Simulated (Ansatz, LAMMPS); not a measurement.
# Elastic response of 42In2O3-58Na2O (mol %) with crystalline order left by the classical run (100 atoms), part 3 of 4

Aim: relax 42In2O3-58Na2O (mol %) with crystalline order left by the classical run (100 atoms), then change its volume and shape to read moduli from the stress.

Ansatz 0.2.0; Kohn-Sham DFT, LDA, PAW (set soft_2), plane waves.

The cell: 22 In, 30 Na and 48 O. The quench rate of 20 K/ps far exceeds what a furnace or splat quench reaches. The starting topology of bonds comes from the classical model. Sampling is at Γ alone.

So far. Step 2 (Single point at the start): The r.m.s. force at the start is 0.33 eV/Å. Step 3 (Cell and atoms relaxed): The relaxation converged after 17 steps, with a largest force component of 0.0047 eV/Å.

## (5) Volume -3 %

The relaxed cell is scaled evenly and the atoms are relaxed again; the stress at the end gives one point of P(V).

The input, input.yaml:

```yaml
crystal:
  lattice:
    - [10.99628, -0.44049, 0.88802]
    - [-0.44049, 10.50703, 0.44157]
    - [0.88802, 0.44157, 10.18947]
  atoms:
    [... the 100 atom lines of step 4 ...]
kpoints:
  mp_grid: { grid: [1, 1, 1] }
hamiltonian:
  xc: lda
scf:
  occupations: { method: gaussian, width: 0.05 }
output:
  forces: true
  eigenvalues: true
  stress: true
relax:
  f_tol: 0.05
  max_steps: 70
```

Run with:

```sh
ansatz run input.yaml --threads 4 --pin off --max-ram 8192MiB --backend cpu --events-out ev --progress --plain --runs-dir out
```

Numbers of over 12 decimals in the logs are rounded to 6 here.

The log of the run:

```text
Warning: output.stress: scf.convergence.dr2_threshold = 1e-7 eV (the SCF's general default) is looser than the 1e-8 eV advised for a printed stress (1e-10 eV for each atom of the cell: 100). What an SCF threshold leaves in a stress goes as its square root, and in the free energy as the threshold itself, and one threshold admits the most on a small cell: [...]
[...]
Crystal: 100 atoms, lattice volume = 1164.521 Å³
Basis set: ecut = 420 eV, 22789 PW (Γ)
Bands: 522, of which v1, the nominal top of the filled ones, is band 422 counted from 1 (421 counted from 0)
Symmetry: 1 space group operations
[...]
k-points: 1
[...]
SCF iter   1: F=—  HF=-190746.220371 eV  |F-HF|=—  |Δ(HF+E_count)|=         —  Δρ=1.89e-2  dr2=3.47e0  ethr=1.77e-3  ⟨swp⟩=6.0  Hψ=2216  notcnv=0  defer=23
[...]
SCF iter   6: F=—  HF=-190745.114404 eV  |F-HF|=—  |Δ(HF+E_count)|=   3.82e-4  Δρ=9.78e-5  dr2=1.19e-4  ethr=2.47e-7  ⟨swp⟩=2.0  Hψ=726  notcnv=0  defer=92
SCF iter   7: F=-190745.114355 eV  HF=-190745.114403 eV  |F-HF|=4.71e-5  |Δ(HF+E_count)|=   1.52e-6  Δρ=7.47e-5  dr2=5.97e-5  ethr=7.41e-9  ⟨swp⟩=9.0  Hψ=2660  notcnv=0
SCF 1 converged in 7 iterations: F = -190745.114355 eV  dr2 = 5.97e-5
[...]
relax step   1: F+E_penalty+E_count = -190745.11435543 eV  Δ(F+E_penalty+E_count) = +0.000e0 eV  max|allowed force component| = 2.818e-1 eV/Å  Δτ_max = 0.0000 Å  (7 SCF iters, dr2 threshold 6.25e-5 eV, accepted)
[...]
relax step   2: F+E_penalty+E_count = -190745.20753916 eV  Δ(F+E_penalty+E_count) = -9.318e-2 eV  max|allowed force component| = 1.231e-1 eV/Å  Δτ_max = 0.0248 Å  (6 SCF iters, dr2 threshold 4.96e-6 eV, accepted)
[...]
relax step   3: F+E_penalty+E_count = -190745.22697284 eV  Δ(F+E_penalty+E_count) = -1.943e-2 eV  max|allowed force component| = 5.593e-2 eV/Å  Δτ_max = 0.0127 Å  (8 SCF iters, accepted)
relax step   4: F+E_penalty+E_count = -190745.22671888 eV  Δ(F+E_penalty+E_count) = +2.540e-4 eV  max|allowed force component| = 1.023e-1 eV/Å  Δτ_max = 0.1094 Å  (9 SCF iters, rejected (line search))
[...]
relax step   5: F+E_penalty+E_count = -190745.23097898 eV  Δ(F+E_penalty+E_count) = -4.006e-3 eV  max|allowed force component| = 4.818e-2 eV/Å  Δτ_max = 0.0341 Å  (9 SCF iters, accepted)
SCF converged after 9 iterations
Free energy (F): -190745.230979 eV
[...]
Internal energy: -190745.230979 eV  (E = F + TS)
E sigma→0 (E₀):  -190745.230979 eV
Fermi energy:    8.455806 eV
[...]
Σ components = -190745.230979   (vs F -190745.230979, Δ=0.00e0)
--- Forces (eV/Å), atoms counted from 1 ---
  atom   1  In     0.00388029     0.00669764    -0.00268291
  atom   2  In     0.00942515     0.01716746    -0.03343833
  atom   3  In     0.02156668     0.02999366    -0.00001080
  atom   4  In    -0.01963461    -0.02063098     0.01097921
[...]
atom 100  O      0.00654239     0.00579822    -0.00237272
  max |Σ_I F_I| component: 3.90e-5 eV/Å
--- Stress (GPa, compression-positive) ---
        3.338550      -0.210500       0.135160
       -0.210500       3.178560       0.162054
        0.135160       0.162054       3.012877
  P = ⅓ Tr σ = 3.1767 GPa (31.767 kbar)
--- Band table (eV) ---
[...]
--- Relaxed structure (5 steps of the walk, 4 accepted, 0 SCFs on fresh bases) ---
  F+E_penalty+E_count = -190745.23097898 eV   max|allowed force component| = 4.818e-2 eV/Å
  atoms:
    - { symbol: In, position: [0.322723, 0.329502, 0.085908] }
    - { symbol: In, position: [0.668085, 0.463068, 0.601589] }
    - { symbol: In, position: [0.916536, 0.775087, 0.315158] }
    - { symbol: In, position: [0.388908, 0.409280, 0.762759] }
[...]
- { symbol: O, position: [0.649008, 0.439512, 0.132013] }
```

It took 66 s on 4 threads of Intel Xeon Platinum 8375C at 2.90GHz (Ice Lake), shared host; peak memory 1.8 GiB.

The program notes that the SCF threshold is loose for the stress.

The relaxation converged after 5 steps, 0.117 eV below its start, with a largest force component of 0.048 eV/Å.

Volume -3 %: the energy stands 0.350 eV above that of the reference, at a pressure of 3.18 GPa.

## (6) Volume +3 %

The relaxed cell is scaled to another volume.

input.yaml, the sections that differ from step 5:

```yaml
crystal:
  lattice:
    - [11.21848, -0.4494, 0.90596]
    - [-0.4494, 10.71935, 0.4505]
    - [0.90596, 0.4505, 10.39537]
  atoms:
    [... the 100 atom lines of step 4 ...]
# kpoints, hamiltonian, scf, output, relax: as in step 5
```

The log of the run:

```text
[...]
Crystal: 100 atoms, lattice volume = 1236.552 Å³
Basis set: ecut = 420 eV, 24123 PW (Γ)
Bands: 522, of which v1, the nominal top of the filled ones, is band 422 counted from 1 (421 counted from 0)
Symmetry: 1 space group operations
[...]
k-points: 1
[...]
SCF iter   1: F=—  HF=-190746.284722 eV  |F-HF|=—  |Δ(HF+E_count)|=         —  Δρ=1.87e-2  dr2=3.70e0  ethr=1.77e-3  ⟨swp⟩=5.0  Hψ=1755  notcnv=0  defer=83
[...]
SCF iter   7: F=—  HF=-190745.148880 eV  |F-HF|=—  |Δ(HF+E_count)|=   6.44e-6  Δρ=7.63e-5  dr2=7.11e-5  ethr=1.89e-8  ⟨swp⟩=2.0  Hψ=725  notcnv=0  defer=92
SCF iter   8: F=-190745.148867 eV  HF=-190745.148868 eV  |F-HF|=1.44e-6  |Δ(HF+E_count)|=   1.17e-5  Δρ=1.61e-5  dr2=3.60e-6  ethr=7.41e-9  ⟨swp⟩=10.0  Hψ=2368  notcnv=0
SCF 1 converged in 8 iterations: F = -190745.148867 eV  dr2 = 3.60e-6
[...]
relax step   1: F+E_penalty+E_count = -190745.14886683 eV  Δ(F+E_penalty+E_count) = +0.000e0 eV  max|allowed force component| = 2.492e-1 eV/Å  Δτ_max = 0.0000 Å  (8 SCF iters, dr2 threshold 6.25e-5 eV, accepted)
[...]
relax step   2: F+E_penalty+E_count = -190745.23299872 eV  Δ(F+E_penalty+E_count) = -8.413e-2 eV  max|allowed force component| = 1.169e-1 eV/Å  Δτ_max = 0.0266 Å  (7 SCF iters, dr2 threshold 3.88e-6 eV, accepted)
[...]
relax step   3: F+E_penalty+E_count = -190745.25155417 eV  Δ(F+E_penalty+E_count) = -1.856e-2 eV  max|allowed force component| = 6.235e-2 eV/Å  Δτ_max = 0.0135 Å  (8 SCF iters, accepted)
[...]
relax step   4: F+E_penalty+E_count = -190745.25727308 eV  Δ(F+E_penalty+E_count) = -5.719e-3 eV  max|allowed force component| = 4.007e-2 eV/Å  Δτ_max = 0.0108 Å  (8 SCF iters, accepted)
SCF converged after 8 iterations
Free energy (F): -190745.257273 eV
[...]
Internal energy: -190745.257273 eV  (E = F + TS)
E sigma→0 (E₀):  -190745.257273 eV
Fermi energy:    7.618022 eV
[...]
Σ components = -190745.257273   (vs F -190745.257273, Δ=0.00e0)
--- Forces (eV/Å), atoms counted from 1 ---
  atom   1  In    -0.01693705    -0.00207879    -0.00226630
  atom   2  In     0.00007956     0.01193236    -0.01128305
  atom   3  In     0.01643150     0.02130333    -0.03404030
  atom   4  In    -0.00204350    -0.01471700     0.00742268
[...]
atom 100  O      0.00749993     0.00817248    -0.00755360
  max |Σ_I F_I| component: 7.45e-5 eV/Å
--- Stress (GPa, compression-positive) ---
       -2.763994       0.128980      -0.098808
        0.128980      -2.651885      -0.089992
       -0.098808      -0.089992      -2.480676
  P = ⅓ Tr σ = -2.6322 GPa (-26.322 kbar)
--- Band table (eV) ---
[...]
--- Relaxed structure (4 steps of the walk, 4 accepted, 0 SCFs on fresh bases) ---
  F+E_penalty+E_count = -190745.25727308 eV   max|allowed force component| = 4.007e-2 eV/Å
  atoms:
    - { symbol: In, position: [0.323945, 0.330507, 0.086946] }
    - { symbol: In, position: [0.666775, 0.464410, 0.601092] }
    - { symbol: In, position: [0.918493, 0.778243, 0.312844] }
    - { symbol: In, position: [0.388670, 0.409552, 0.762285] }
[...]
- { symbol: O, position: [0.648075, 0.439778, 0.136678] }
```

Wall time 53 s (4 threads); peak memory 1.9 GiB.

The relaxation converged after 4 steps, 0.108 eV below its start, with a largest force component of 0.040 eV/Å.

Volume +3 %: the energy stands 0.324 eV above that of the reference, at a pressure of -2.63 GPa.

## (7) Volume -6 %

The relaxed cell is scaled to another volume.

Input and log are left out; they have the form of those shown for this kind of step.

Elapsed: 69 s, on 4 threads of Intel Xeon Platinum 8375C at 2.90GHz (Ice Lake), shared host; peak memory 1.8 GiB; 4.2 min of CPU time.

The relaxation converged after 6 steps, 0.488 eV below its start, with a largest force component of 0.016 eV/Å.

Volume -6 %: the energy stands 1.50 eV above that of the reference, at a pressure of 7.10 GPa.

## (8) Volume +6 %

The relaxed cell is scaled to another volume.

input.yaml, the sections that differ from step 6:

```yaml
crystal:
  lattice:
    - [11.32636, -0.45372, 0.91467]
    - [-0.45372, 10.82243, 0.45483]
    - [0.91467, 0.45483, 10.49533]
  atoms:
    [... the 100 atom lines of step 4 ...]
# kpoints, hamiltonian, scf, output, relax: as in step 6
```

The log of the run:

```text
[...]
Crystal: 100 atoms, lattice volume = 1272.569 Å³
Basis set: ecut = 420 eV, 24859 PW (Γ)
Bands: 522, of which v1, the nominal top of the filled ones, is band 422 counted from 1 (421 counted from 0)
Symmetry: 1 space group operations
[...]
k-points: 1
[...]
SCF iter   1: F=—  HF=-190745.144857 eV  |F-HF|=—  |Δ(HF+E_count)|=         —  Δρ=1.86e-2  dr2=3.83e0  ethr=1.77e-3  ⟨swp⟩=5.0  Hψ=1747  notcnv=0  defer=85
[...]
SCF iter   7: F=—  HF=-190743.991473 eV  |F-HF|=—  |Δ(HF+E_count)|=   1.34e-5  Δρ=7.33e-5  dr2=7.08e-5  ethr=2.17e-8  ⟨swp⟩=2.0  Hψ=725  notcnv=0  defer=92
SCF iter   8: F=-190743.991461 eV  HF=-190743.991462 eV  |F-HF|=1.79e-6  |Δ(HF+E_count)|=   1.08e-5  Δρ=1.66e-5  dr2=3.78e-6  ethr=7.41e-9  ⟨swp⟩=10.0  Hψ=2524  notcnv=0
SCF 1 converged in 8 iterations: F = -190743.991461 eV  dr2 = 3.78e-6
[...]
relax step   1: F+E_penalty+E_count = -190743.99146070 eV  Δ(F+E_penalty+E_count) = +0.000e0 eV  max|allowed force component| = 4.687e-1 eV/Å  Δτ_max = 0.0000 Å  (8 SCF iters, dr2 threshold 6.25e-5 eV, accepted)
[...]
relax step   2: F+E_penalty+E_count = -190744.31544415 eV  Δ(F+E_penalty+E_count) = -3.240e-1 eV  max|allowed force component| = 2.348e-1 eV/Å  Δτ_max = 0.0558 Å  (7 SCF iters, dr2 threshold 1.37e-5 eV, accepted)
[...]
relax step   3: F+E_penalty+E_count = -190744.38994838 eV  Δ(F+E_penalty+E_count) = -7.450e-2 eV  max|allowed force component| = 1.331e-1 eV/Å  Δτ_max = 0.0280 Å  (8 SCF iters, dr2 threshold 3.45e-6 eV, accepted)
relax step   4: F+E_penalty+E_count = -190744.41456643 eV  Δ(F+E_penalty+E_count) = -2.462e-2 eV  max|allowed force component| = 2.964e-1 eV/Å  Δτ_max = 0.2000 Å  (8 SCF iters, dr2 threshold 4.44e-6 eV, accepted)
relax step   5: F+E_penalty+E_count = -190744.44395973 eV  Δ(F+E_penalty+E_count) = -2.939e-2 eV  max|allowed force component| = 5.269e-2 eV/Å  Δτ_max = 0.1216 Å  (6 SCF iters, dr2 threshold 2.82e-5 eV, accepted)
[...]
relax step   6: F+E_penalty+E_count = -190744.44562068 eV  Δ(F+E_penalty+E_count) = -1.661e-3 eV  max|allowed force component| = 1.344e-2 eV/Å  Δτ_max = 0.0233 Å  (8 SCF iters, accepted)
SCF converged after 8 iterations
Free energy (F): -190744.445621 eV
[...]
Internal energy: -190744.445621 eV  (E = F + TS)
E sigma→0 (E₀):  -190744.445621 eV
Fermi energy:    7.261710 eV
[...]
Σ components = -190744.445621   (vs F -190744.445621, Δ=0.00e0)
--- Forces (eV/Å), atoms counted from 1 ---
  atom   1  In     0.00102990    -0.00265928    -0.00255919
  atom   2  In    -0.00616030    -0.00190384     0.00368130
  atom   3  In    -0.00162569    -0.00017508     0.00026678
  atom   4  In    -0.00072968    -0.00211848    -0.00002332
[...]
atom 100  O      0.00207221    -0.00419389     0.00222772
  max |Σ_I F_I| component: 5.44e-5 eV/Å
--- Stress (GPa, compression-positive) ---
       -4.933777       0.338839      -0.233070
        0.338839      -4.566507      -0.215083
       -0.233070      -0.215083      -4.408593
  P = ⅓ Tr σ = -4.6363 GPa (-46.363 kbar)
--- Band table (eV) ---
[...]
--- Relaxed structure (6 steps of the walk, 6 accepted, 0 SCFs on fresh bases) ---
  F+E_penalty+E_count = -190744.44562068 eV   max|allowed force component| = 1.344e-2 eV/Å
  atoms:
    - { symbol: In, position: [0.324383, 0.331389, 0.087447] }
    - { symbol: In, position: [0.664840, 0.464171, 0.603171] }
    - { symbol: In, position: [0.923066, 0.783351, 0.307398] }
    - { symbol: In, position: [0.387682, 0.410017, 0.762192] }
[...]
- { symbol: O, position: [0.647389, 0.439722, 0.139241] }
```

It took 76 s on 4 threads; peak memory 2 GiB; 4.7 min of CPU time.

The relaxation converged after 6 steps, 0.454 eV below its start, with a largest force component of 0.013 eV/Å.

Volume +6 %: the energy stands 1.14 eV above that of the reference, at a pressure of -4.64 GPa.

## (9) Volume -10 %

The relaxed cell is scaled to another volume.

Input and log are left out; they have the form of those shown for this kind of step.

Wall time 63 s (4 threads of Intel Xeon Platinum 8375C at 2.90GHz (Ice Lake), shared host); peak memory 1.7 GiB; 3.8 min of CPU time.

The relaxation converged after 6 steps, 1.42 eV below its start, with a largest force component of 0.020 eV/Å.

Volume -10 %: the energy stands 4.55 eV above that of the reference, at a pressure of 13.5 GPa.

## (10) Stretched by 1 % along x

The relaxed cell is strained along x alone, which gives the stiffness along x and its coupling to y and z.

input.yaml, the sections that differ from step 8:

```yaml
crystal:
  lattice:
    - [11.21957, -0.44499, 0.89708]
    - [-0.44944, 10.61425, 0.44608]
    - [0.90605, 0.44608, 10.29345]
  atoms:
    [... the 100 atom lines of step 4 ...]
# kpoints, hamiltonian, scf, output, relax: as in step 8
```

The log of the run:

```text
[...]
Crystal: 100 atoms, lattice volume = 1212.541 Å³
Basis set: ecut = 420 eV, 23685 PW (Γ)
Bands: 522, of which v1, the nominal top of the filled ones, is band 422 counted from 1 (421 counted from 0)
Symmetry: 1 space group operations
[...]
k-points: 1
[...]
SCF iter   1: F=—  HF=-190746.613533 eV  |F-HF|=—  |Δ(HF+E_count)|=         —  Δρ=1.88e-2  dr2=3.62e0  ethr=1.77e-3  ⟨swp⟩=5.0  Hψ=1925  notcnv=0  defer=78
[...]
SCF iter   8: F=-190745.488505 eV  HF=-190745.488507 eV  |F-HF|=1.23e-6  |Δ(HF+E_count)|=   1.20e-5  Δρ=1.52e-5  dr2=3.03e-6  ethr=7.41e-9  ⟨swp⟩=12.0  Hψ=2415  notcnv=0
SCF 1 converged in 8 iterations: F = -190745.488505 eV  dr2 = 3.03e-6
[...]
relax step   1: F+E_penalty+E_count = -190745.48850529 eV  Δ(F+E_penalty+E_count) = +0.000e0 eV  max|allowed force component| = 2.355e-1 eV/Å  Δτ_max = 0.0000 Å  (8 SCF iters, dr2 threshold 6.25e-5 eV, accepted)
[...]
relax step   2: F+E_penalty+E_count = -190745.50123649 eV  Δ(F+E_penalty+E_count) = -1.273e-2 eV  max|allowed force component| = 6.358e-2 eV/Å  Δτ_max = 0.0124 Å  (6 SCF iters, dr2 threshold 3.47e-6 eV, accepted)
[...]
relax step   3: F+E_penalty+E_count = -190745.50439486 eV  Δ(F+E_penalty+E_count) = -3.158e-3 eV  max|allowed force component| = 2.755e-2 eV/Å  Δτ_max = 0.0067 Å  (8 SCF iters, accepted)
SCF converged after 8 iterations
Free energy (F): -190745.504395 eV
[...]
Internal energy: -190745.504395 eV  (E = F + TS)
E sigma→0 (E₀):  -190745.504395 eV
Fermi energy:    7.875866 eV
[...]
--- Forces (eV/Å), atoms counted from 1 ---
  atom   1  In    -0.00206547     0.01235580     0.00069205
  atom   2  In    -0.00491488     0.01689070     0.00007027
  atom   3  In     0.00988251     0.01360497    -0.00334282
  atom   4  In    -0.00642264    -0.00412590     0.00599429
  atom   5  In    -0.00671778     0.00500248    -0.00547982
  atom   6  In    -0.01147353    -0.00027340     0.00123297
  atom   7  In    -0.01895183     0.00587586    -0.00136330
  atom   8  In     0.00496887     0.00338956     0.00365257
  atom   9  In    -0.00066288     0.01512444     0.00785586
  atom  10  In     0.00361450    -0.00024285     0.00251932
  atom  11  In    -0.00205762     0.01104548    -0.00608593
  atom  12  In     0.00033513    -0.01064425     0.01006387
  atom  13  In    -0.00442804    -0.00115873     0.00140803
  atom  14  In     0.00353114    -0.00604934    -0.00337605
[...]
atom  99  O     -0.01029230    -0.00825119     0.01617829
  atom 100  O      0.00038875    -0.00117545     0.00546818
  max |Σ_I F_I| component: 4.72e-5 eV/Å
--- Stress (GPa, compression-positive) ---
       -1.816324       0.007069      -0.046729
        0.007069      -0.603506      -0.025448
       -0.046729      -0.025448      -0.582864
  P = ⅓ Tr σ = -1.0009 GPa (-10.009 kbar)
--- Band table (eV) ---
[...]
--- Relaxed structure (3 steps of the walk, 3 accepted, 0 SCFs on fresh bases) ---
  F+E_penalty+E_count = -190745.50439486 eV   max|allowed force component| = 2.755e-2 eV/Å
  atoms:
    - { symbol: In, position: [0.323277, 0.330099, 0.086672] }
    - { symbol: In, position: [0.666892, 0.464059, 0.601615] }
    - { symbol: In, position: [0.918040, 0.777254, 0.313246] }
    - { symbol: In, position: [0.388800, 0.409457, 0.762661] }
[...]
- { symbol: O, position: [0.648090, 0.439586, 0.134654] }
```

Elapsed: 37 s, on 4 threads; peak memory 1.9 GiB.

The relaxation converged after 3 steps, 0.0159 eV below its start, with a largest force component of 0.028 eV/Å.

Stretched by 1 % along x: the energy stands 0.0767 eV above that of the reference, at a pressure of -1.00 GPa.

## (11) Compressed by 1 % along x

The relaxed cell is strained along x alone, which gives the stiffness along x and its coupling to y and z.

input.yaml, the sections that differ from step 10:

```yaml
crystal:
  lattice:
    - [10.99741, -0.44499, 0.89708]
    - [-0.44054, 10.61425, 0.44608]
    - [0.88811, 0.44608, 10.29345]
  atoms:
    [... the 100 atom lines of step 4 ...]
# kpoints, hamiltonian, scf, output, relax: as in step 10
```

The log of the run:

```text
[...]
Crystal: 100 atoms, lattice volume = 1188.532 Å³
Basis set: ecut = 420 eV, 23241 PW (Γ)
Bands: 522, of which v1, the nominal top of the filled ones, is band 422 counted from 1 (421 counted from 0)
Symmetry: 1 space group operations
[...]
k-points: 1
[...]
SCF iter   1: F=—  HF=-190746.605873 eV  |F-HF|=—  |Δ(HF+E_count)|=         —  Δρ=1.88e-2  dr2=3.55e0  ethr=1.77e-3  ⟨swp⟩=5.0  Hψ=2040  notcnv=0  defer=82
[...]
SCF iter   7: F=—  HF=-190745.489819 eV  |F-HF|=—  |Δ(HF+E_count)|=   1.41e-6  Δρ=7.69e-5  dr2=6.56e-5  ethr=1.48e-8  ⟨swp⟩=2.0  Hψ=724  notcnv=0  defer=92
SCF iter   8: F=-190745.489806 eV  HF=-190745.489808 eV  |F-HF|=1.15e-6  |Δ(HF+E_count)|=   1.17e-5  Δρ=1.49e-5  dr2=2.74e-6  ethr=7.41e-9  ⟨swp⟩=10.0  Hψ=2359  notcnv=0
SCF 1 converged in 8 iterations: F = -190745.489806 eV  dr2 = 2.74e-6
[...]
relax step   1: F+E_penalty+E_count = -190745.48980639 eV  Δ(F+E_penalty+E_count) = +0.000e0 eV  max|allowed force component| = 2.643e-1 eV/Å  Δτ_max = 0.0000 Å  (8 SCF iters, dr2 threshold 6.25e-5 eV, accepted)
[...]
relax step   2: F+E_penalty+E_count = -190745.50353777 eV  Δ(F+E_penalty+E_count) = -1.373e-2 eV  max|allowed force component| = 7.509e-2 eV/Å  Δτ_max = 0.0122 Å  (6 SCF iters, dr2 threshold 4.36e-6 eV, accepted)
[...]
relax step   3: F+E_penalty+E_count = -190745.50673020 eV  Δ(F+E_penalty+E_count) = -3.192e-3 eV  max|allowed force component| = 2.547e-2 eV/Å  Δτ_max = 0.0065 Å  (8 SCF iters, accepted)
SCF converged after 8 iterations
Free energy (F): -190745.506730 eV
[...]
Internal energy: -190745.506730 eV  (E = F + TS)
E sigma→0 (E₀):  -190745.506730 eV
Fermi energy:    8.172033 eV
[...]
Σ components = -190745.506730   (vs F -190745.506730, Δ=0.00e0)
--- Forces (eV/Å), atoms counted from 1 ---
  atom   1  In     0.00253761    -0.01349306    -0.00047255
  atom   2  In     0.00290253    -0.01402194    -0.00021276
  atom   3  In    -0.01148958    -0.01178713     0.00191376
  atom   4  In     0.00610405     0.00427696    -0.00580144
[...]
atom 100  O     -0.00039737     0.00102803    -0.00553653
  max |Σ_I F_I| component: 7.26e-5 eV/Å
--- Stress (GPa, compression-positive) ---
        1.907005      -0.048364       0.040733
       -0.048364       0.651536       0.030851
        0.040733       0.030851       0.627109
  P = ⅓ Tr σ = 1.0619 GPa (10.619 kbar)
--- Band table (eV) ---
[...]
--- Relaxed structure (3 steps of the walk, 3 accepted, 0 SCFs on fresh bases) ---
  F+E_penalty+E_count = -190745.50673020 eV   max|allowed force component| = 2.547e-2 eV/Å
  atoms:
    - { symbol: In, position: [0.323235, 0.329937, 0.086098] }
    - { symbol: In, position: [0.667963, 0.463754, 0.601013] }
    - { symbol: In, position: [0.917762, 0.777072, 0.314039] }
    - { symbol: In, position: [0.388385, 0.408967, 0.762703] }
[...]
- { symbol: O, position: [0.648844, 0.439644, 0.134159] }
```

It took 39 s on 4 threads; peak memory 1.8 GiB; 2.4 min of CPU time.

The relaxation converged after 3 steps, 0.0169 eV below its start, with a largest force component of 0.025 eV/Å.

Compressed by 1 % along x: the energy stands 0.0744 eV above that of the reference, at a pressure of 1.06 GPa.

(Part 3 of 4 ends here.)

[Logs are printed without paths, hosts, clocks, repeated set-up lines and the standing remarks that a program may print on its own settings, such as how far it seeks lower states.]

[Hosts, paths, dates, database ids (printed as entryN), source tags and the programs' standing remarks are cut or masked in the printed files.]
